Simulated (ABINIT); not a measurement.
## Li2H6Pt (Fm-3m): one start, several treatments of the self-energy

How much does the gap of Li2H6Pt (Fm-3m) depend on the approximation to the self-energy?

Program: ABINIT 10.8.3. Level of theory: LDA and many-body steps on it, plane waves. Results are calculated unless marked as measured.

This is a report of a sequence of runs, with most program output left out.

### Step 1. Set-up

Symmetry: Fm-3m, No. 225, cubic system. The conventional cell has a = 6.650 Å, b = 6.650 Å, c = 6.650 Å, α = 90.00°, β = 90.00°, γ = 90.00°. Nearest to Li lie 12 H at 2.35 Å. Nearest to H lie 1 Pt at 1.63 Å. Pt has 6 H at 1.63 Å nearest. Farther neighbours are not listed.

Structure file:

```cif
data_structure
_symmetry_space_group_name_H-M 'Fm-3m'
_symmetry_Int_Tables_number 225
_cell_length_a 6.6499
_cell_length_b 6.6499
_cell_length_c 6.6499
_cell_angle_alpha 90.000
_cell_angle_beta 90.000
_cell_angle_gamma 90.000
_cell_volume 294.06
loop_
_atom_site_label
_atom_site_type_symbol
_atom_site_symmetry_multiplicity
_atom_site_Wyckoff_symbol
_atom_site_fract_x
_atom_site_fract_y
_atom_site_fract_z
_atom_site_occupancy
Li1 Li 8 c 0.25000 0.25000 0.75000 1
H1 H 24 e 0.00000 0.00000 0.75479 1
Pt1 Pt 4 a 0.00000 0.00000 0.00000 1
```

The cell and positions are those that the Materials Project relaxed with its own functionals (PBE, PBE+U or r2SCAN), kept fixed. Spin-orbit coupling is left out unless a step names it.

### Step 2. Empty states on the mesh, 4×4×4 mesh, 76 bands

This step: ABINIT 10.8.3; DFT, LDA, plane waves, norm-conserving pseudopotentials.

The sums over transitions need many empty states on a uniform mesh; this step solves for them.

run.abi

```
acell 3*1.0 Angstrom
rprim 
  0.000000000000 3.324927160000 3.324927160000
  3.324927160000 0.000000000000 3.324927160000
  3.324927160000 3.324927160000 0.000000000000
ntypat 3
znucl 3 1 78
natom 9
typat 1 1 2 2 2 2 2 2 3
xred 
  0.750000000000 0.750000000000 0.750000000000
  0.250000000000 0.250000000000 0.250000000000
  0.754787880000 0.754787880000 0.245212120000
  0.245212120000 0.754787880000 0.245212120000
  0.754787880000 0.245212120000 0.245212120000
  0.245212120000 0.245212120000 0.754787880000
  0.754787880000 0.245212120000 0.754787880000
  0.245212120000 0.754787880000 0.754787880000
  0.000000000000 0.000000000000 0.000000000000
pp_dirpath "pseudos"
pseudos "Li.upf, H.upf, Pt.upf"
ecut 34
ngkpt 4 4 4
nshiftk 1
shiftk 0 0 0
kptopt 1
chksymbreak 0
iscf -2
irdden 1
istwfk *1
nband 76
nbdbuf 6
tolwfr 1e-09
nstep 60
prtvol 0
indata_prefix "in"
outdata_prefix "out"
tmpdata_prefix "tmp"
```

The run is started by

```bash
$ OMP_NUM_THREADS=1 mpirun -n 4 abinit run.abi > log
```

The job ended after 23 s (4 MPI ranks of Intel Xeon Platinum 8375C at 2.90GHz (Ice Lake), shared host; peak memory 0.36 GiB; 91 s of CPU time).

This step gave:

```
gap                                                           : 2.758 eV
k of the valence top                                          : -0.25, 0.25, 0
k of the conduction bottom                                    : 0.5, 0.5, 0
least direct gap                                              : 4.335 eV
k points computed                                             : 8
lowest point of the top converged band, above the valence top : 42.59 eV
```

On this mesh the gap is 2.758 eV.

The density comes from a self-consistent run that is not shown.

### Step 3. Screening, 4×4×4 mesh, 70 bands, screening to 122.5 eV

The RPA dielectric matrix is built and inverted for each q.

This step: RPA screening on LDA, plane waves, norm-conserving pseudopotentials.

Edit run.abi of step 2 so:

```diff
@@ -27,10 +27,11 @@
 chksymbreak 0
-iscf -2
-irdden 1
 istwfk *1
-nband 76
-nbdbuf 6
-tolwfr 1e-09
-nstep 60
-prtvol 0
+occopt 1
+irdwfk 1
+optdriver 3
+nband 70
+ecuteps 4.5
+inclvkb 2
+awtr 1
+symchi 1
 indata_prefix "in"
```

Run time: 25 s. Hardware: 4 MPI ranks; peak memory 1.1 GiB; 98 s of CPU time.

Numbers from this step:

```yaml
eps_infinity_with_local_fields_on_this_mesh_along_the_program_s_q_direction: 4.218
the_same_without_local_fields: 5.163
plasma_frequency: 23.72 eV
plane_waves_in_the_screening_matrix: 259
```

Local fields lower ε∞ by 18 %.

### Step 4. G0W0, Godby-Needs plasmon pole

The self-energy is evaluated for the states that the input lists, and the levels follow from it, in one-shot runs by the linearised quasiparticle equation.

This step: G0W0 on LDA, plane waves, norm-conserving pseudopotentials.

Edit run.abi of step 3 so:

```diff
@@ -30,8 +30,19 @@
 irdwfk 1
-optdriver 3
+optdriver 4
 nband 70
+gwcalctyp 0
+ecutsigx 34
+symsigma 1
+nkptgw 3
+kptgw 
+  -0.2500000000 0.2500000000 0.0000000000
+  0.5000000000 0.5000000000 0.0000000000
+  0.0000000000 0.0000000000 0.0000000000
+bdgw 
+  14 17
+  14 17
+  13 19
 ecuteps 4.5
-inclvkb 2
-awtr 1
-symchi 1
+irdscr 1
+ppmodel 1
 indata_prefix "in"
```

Elapsed: 15 s, on 4 MPI ranks; peak memory 1 GiB.

This step gave:

| Property | Result |
| --- | --- |
| G0W0 gap on the points computed | 4.783 eV |
| starting gap on the mesh | 2.758 eV |
| k of the valence top | -0.25, 0.25, 0 |
| k of the conduction bottom | 0.5, 0.5, 0 |
| Z at the valence top | 0.811 |
| Z at the conduction bottom | 0.827 |
| least direct G0W0 gap on the computed points | 6.51 eV |

The gap on the mesh goes from 2.76 eV to 4.78 eV, a correction of +2.03 eV.

### Step 5. G0W0, Hybertsen-Louie plasmon pole

Edit run.abi of step 4 so:

```diff
@@ -46,3 +46,3 @@
 irdscr 1
-ppmodel 1
+ppmodel 2
 indata_prefix "in"
```

It took 16 s on 4 MPI ranks; peak memory 1 GiB; 62 s of CPU time.

Numbers from this step:

```
G0W0 gap on the points computed              : 4.908 eV
starting gap on the mesh                     : 2.758 eV
k of the valence top                         : -0.25, 0.25, 0
k of the conduction bottom                   : 0.5, 0.5, 0
Z at the valence top                         : 0.862
Z at the conduction bottom                   : 0.868
least direct G0W0 gap on the computed points : 6.717 eV
```

Against G0W0 in ABINIT (4×4×4 mesh, 70 bands, screening to 122.5 eV, Godby-Needs plasmon pole), the gap moves by +0.125 eV.

### Step 6. G0W0, von der Linden-Horsch plasmon pole

Edit run.abi of step 5 so:

```diff
@@ -46,3 +46,3 @@
 irdscr 1
-ppmodel 2
+ppmodel 3
 indata_prefix "in"
```

Wall time 11 s (4 MPI ranks); peak memory 0.97 GiB; 44 s of CPU time.

This step gave:

- G0W0 gap on the points computed: 5.008 eV
- starting gap on the mesh: 2.758 eV
- k of the valence top: -0.25, 0.25, 0
- k of the conduction bottom: 0.5, 0.5, 0
- least direct G0W0 gap on the computed points: 6.832 eV

Against G0W0 in ABINIT (4×4×4 mesh, 70 bands, screening to 122.5 eV, Godby-Needs plasmon pole), the gap moves by +0.225 eV.

### Step 7. G0W0, Engel-Farid plasmon pole

Edit run.abi of step 6 so:

```diff
@@ -46,3 +46,3 @@
 irdscr 1
-ppmodel 3
+ppmodel 4
 indata_prefix "in"
```

Wall time 16 s (4 MPI ranks); peak memory 1.1 GiB; 64 s of CPU time.

This step gave:

```yaml
g0w0_gap_on_the_points_computed: 4.890 eV
starting_gap_on_the_mesh: 2.758 eV
k_of_the_valence_top: -0.25, 0.25, 0
k_of_the_conduction_bottom: 0.5, 0.5, 0
least_direct_g0w0_gap_on_the_computed_points: 6.634 eV
```

Against G0W0 in ABINIT (4×4×4 mesh, 70 bands, screening to 122.5 eV, Godby-Needs plasmon pole), the gap moves by +0.107 eV.

### Step 8. One-shot Hartree-Fock

This step: one-shot Hartree-Fock on LDA, plane waves, norm-conserving pseudopotentials.

Edit run.abi of step 7 so:

```diff
@@ -31,4 +31,4 @@
 optdriver 4
-nband 70
-gwcalctyp 0
+nband 19
+gwcalctyp 5
 ecutsigx 34
@@ -44,5 +44,4 @@
   13 19
-ecuteps 4.5
-irdscr 1
-ppmodel 4
+ixc_sigma 40
+fftgw 31
 indata_prefix "in"
```

The job ended after 6.3 s (4 MPI ranks; peak memory 0.94 GiB; 24 s of CPU time).

Numbers from this step:

* quasiparticle gap on the points computed: 9.553 eV
* starting gap on the mesh: 2.758 eV
* k of the valence top: -0.25, 0.25, 0
* k of the conduction bottom: 0.5, 0.5, 0
* least direct quasiparticle gap on the computed points: 11.64 eV

Against G0W0 in ABINIT (4×4×4 mesh, 70 bands, screening to 122.5 eV, Godby-Needs plasmon pole), the gap moves by +4.770 eV.

### Step 9. Screening, 4×4×4 mesh, 70 bands, screening to 122.5 eV

This step: RPA screening on LDA, plane waves, norm-conserving pseudopotentials.

Edit run.abi of step 8 so:

```diff
@@ -30,18 +30,14 @@
 irdwfk 1
-optdriver 4
-nband 19
-gwcalctyp 5
-ecutsigx 34
-symsigma 1
-nkptgw 3
-kptgw 
-  -0.2500000000 0.2500000000 0.0000000000
-  0.5000000000 0.5000000000 0.0000000000
-  0.0000000000 0.0000000000 0.0000000000
-bdgw 
-  14 17
-  14 17
-  13 19
-ixc_sigma 40
-fftgw 31
+optdriver 3
+nband 70
+ecuteps 4.5
+inclvkb 2
+awtr 1
+symchi 1
+gwcalctyp 2
+nfreqre 16
+freqremax 40 eV
+nfreqim 8
+spmeth 1
+nomegasf 120
 indata_prefix "in"
```

Wall time 88 s (4 MPI ranks); peak memory 1.6 GiB; 5.8 min of CPU time.

This step gave:

- ε∞ with local fields, on this mesh, along the program's q direction: 4.260
- the same without local fields: 5.222
- plasma frequency: 23.72 eV
- plane waves in the screening matrix: 259

### Step 10. G0W0, contour deformation

This step: G0W0 on LDA, plane waves, norm-conserving pseudopotentials.

Edit run.abi of step 9 so:

```diff
@@ -30,14 +30,18 @@
 irdwfk 1
-optdriver 3
+optdriver 4
 nband 70
+gwcalctyp 2
+ecutsigx 34
+symsigma 1
+nkptgw 3
+kptgw 
+  -0.2500000000 0.2500000000 0.0000000000
+  0.5000000000 0.5000000000 0.0000000000
+  0.0000000000 0.0000000000 0.0000000000
+bdgw 
+  14 17
+  14 17
+  13 19
 ecuteps 4.5
-inclvkb 2
-awtr 1
-symchi 1
-gwcalctyp 2
-nfreqre 16
-freqremax 40 eV
-nfreqim 8
-spmeth 1
-nomegasf 120
+irdscr 1
 indata_prefix "in"
```

The job ended after 21 s (4 MPI ranks; peak memory 1.3 GiB; 85 s of CPU time).

Numbers from this step:

- G0W0 gap on the points computed: 4.735 eV
- starting gap on the mesh: 2.758 eV
- k of the valence top: -0.25, 0.25, 0
- k of the conduction bottom: 0.5, 0.5, 0
- least direct G0W0 gap on the computed points: 6.423 eV

Against G0W0 in ABINIT (4×4×4 mesh, 70 bands, screening to 122.5 eV, Godby-Needs plasmon pole), the gap moves by −0.048 eV.

### Step 11. Screening, 4×4×4 mesh, 70 bands, screening to 122.5 eV

This step: RPA screening on LDA, plane waves, norm-conserving pseudopotentials.

Edit run.abi of step 10 so:

```diff
@@ -30,18 +30,11 @@
 irdwfk 1
-optdriver 4
+optdriver 3
 nband 70
-gwcalctyp 2
-ecutsigx 34
-symsigma 1
-nkptgw 3
-kptgw 
-  -0.2500000000 0.2500000000 0.0000000000
-  0.5000000000 0.5000000000 0.0000000000
-  0.0000000000 0.0000000000 0.0000000000
-bdgw 
-  14 17
-  14 17
-  13 19
 ecuteps 4.5
-irdscr 1
+inclvkb 2
+awtr 1
+symchi 1
+gwcalctyp 1
+nfreqre 0
+nfreqim 16
 indata_prefix "in"
```

The job ended after 2.4 min (4 MPI ranks; peak memory 1.2 GiB; 9.6 min of CPU time).

This step gave:

```
ε∞ with local fields, on this mesh, along the program's q direction : 4.218
the same without local fields                                       : 5.163
plasma frequency                                                    : 23.72 eV
plane waves in the screening matrix                                 : 259
```

### Step 12. G0W0, analytic continuation

This step: G0W0 on LDA, plane waves, norm-conserving pseudopotentials.

Edit run.abi of step 11 so:

```diff
@@ -30,11 +30,20 @@
 irdwfk 1
-optdriver 3
+optdriver 4
 nband 70
+gwcalctyp 1
+ecutsigx 34
+symsigma 1
+nkptgw 3
+kptgw 
+  -0.2500000000 0.2500000000 0.0000000000
+  0.5000000000 0.5000000000 0.0000000000
+  0.0000000000 0.0000000000 0.0000000000
+bdgw 
+  14 17
+  14 17
+  13 19
 ecuteps 4.5
-inclvkb 2
-awtr 1
-symchi 1
-gwcalctyp 1
-nfreqre 0
-nfreqim 16
+irdscr 1
+nomegasi 12
+omegasimax 25 eV
 indata_prefix "in"
```

It took 35 s on 4 MPI ranks; peak memory 1.2 GiB; 2.3 min of CPU time.

This step gave:

```
G0W0 gap on the points computed              : 4.816 eV
starting gap on the mesh                     : 2.758 eV
k of the valence top                         : -0.25, 0.25, 0
k of the conduction bottom                   : 0.5, 0.5, 0
least direct G0W0 gap on the computed points : 6.526 eV
```

Against G0W0 in ABINIT (4×4×4 mesh, 70 bands, screening to 122.5 eV, Godby-Needs plasmon pole), the gap moves by +0.033 eV.

### Step 13. The runs together

Times are wall times on 4 MPI ranks of Intel Xeon Platinum 8375C at 2.90GHz (Ice Lake), shared host, good to a factor of about two. A run's time includes the screening step that it read.

```csv
run,mesh,bands,screening cutoff (eV),DFT gap (eV),gap on the mesh (eV),direct (eV),ε∞ used,time
"G0W0, Godby-Needs plasmon pole",4×4×4,70,122.5,2.758,4.783,6.510,4.22,40 s
"G0W0, Hybertsen-Louie plasmon pole",4×4×4,70,122.5,2.758,4.908,6.717,4.22,41 s
"G0W0, von der Linden-Horsch plasmon pole",4×4×4,70,122.5,2.758,5.008,6.832,4.22,36 s
"G0W0, Engel-Farid plasmon pole",4×4×4,70,122.5,2.758,4.890,6.634,4.22,41 s
one-shot Hartree-Fock,4×4×4,-,-,2.758,9.553,11.639,-,6.3 s
"G0W0, contour deformation",4×4×4,70,122.5,2.758,4.735,6.423,4.26,1.8 min
"G0W0, analytic continuation",4×4×4,70,122.5,2.758,4.816,6.526,4.22,3 min
```

### Step 14. Outcome

- G0W0, Godby-Needs plasmon pole: 4.783 eV
- G0W0, Hybertsen-Louie plasmon pole: 4.908 eV
- G0W0, von der Linden-Horsch plasmon pole: 5.008 eV
- G0W0, Engel-Farid plasmon pole: 4.890 eV
- one-shot Hartree-Fock: 9.553 eV
- G0W0, contour deformation: 4.735 eV
- G0W0, analytic continuation: 4.816 eV
- known limits: not at the basis limit; no spin polarisation; d states lean on the start; no spin-orbit coupling

What this shows: G0W0, Hybertsen-Louie plasmon pole: +0.125 eV against G0W0, Godby-Needs plasmon pole. G0W0, von der Linden-Horsch plasmon pole: +0.225 eV against G0W0, Godby-Needs plasmon pole. G0W0, Engel-Farid plasmon pole: +0.107 eV against G0W0, Godby-Needs plasmon pole. One-shot Hartree-Fock: +4.770 eV against G0W0, Godby-Needs plasmon pole. G0W0, contour deformation: −0.048 eV against G0W0, Godby-Needs plasmon pole. G0W0, analytic continuation: +0.033 eV against G0W0, Godby-Needs plasmon pole. Bare exchange alone opens the gap to 9.55 eV; against G0W0, correlation takes back 4.77 eV. Bands and cutoff are finite, so the gap is not at the basis limit. The miss can reach some tenths of an eV and take either sign; the mesh is an error of its own. In the G0W0 runs levels were corrected at 3 k points alone, so a gap called «on the mesh» is the least over those, and an edge elsewhere would be missed. The runs have no spin polarisation. For a closed low-spin shell that is the natural state; where a d or f shell is open it is a constraint, and the gap is then not the crystal's own. With d states at the gap, one-shot GW leans hard on its start. The many-body steps are scalar-relativistic: spin-orbit coupling is not in them.

[Paths, hosts, dates, memory and timing lines, banners, echoed tables and standing remarks are left out of the program output.]

[Logs are printed without paths, hosts, clocks, repeated set-up lines and the standing remarks that a program may print on its own settings, such as how far it seeks lower states.]

[Runs of the session that timed out or met a known fault of the program may be left out.]

[Hosts, paths, dates, database ids (printed as entryN), source tags and the programs' standing remarks are cut or masked in the printed files.]

[G0W0 gaps are taken among the corrected bands and points alone; a level outside them can change the order at an edge.]

[Where Ansatz stands beside ABINIT at settings called matched, ABINIT's density can come from a denser mesh and the files from another edition; pairs whose starting gaps differed by over 0.03 eV were left out, so agreement reads better than it is.]
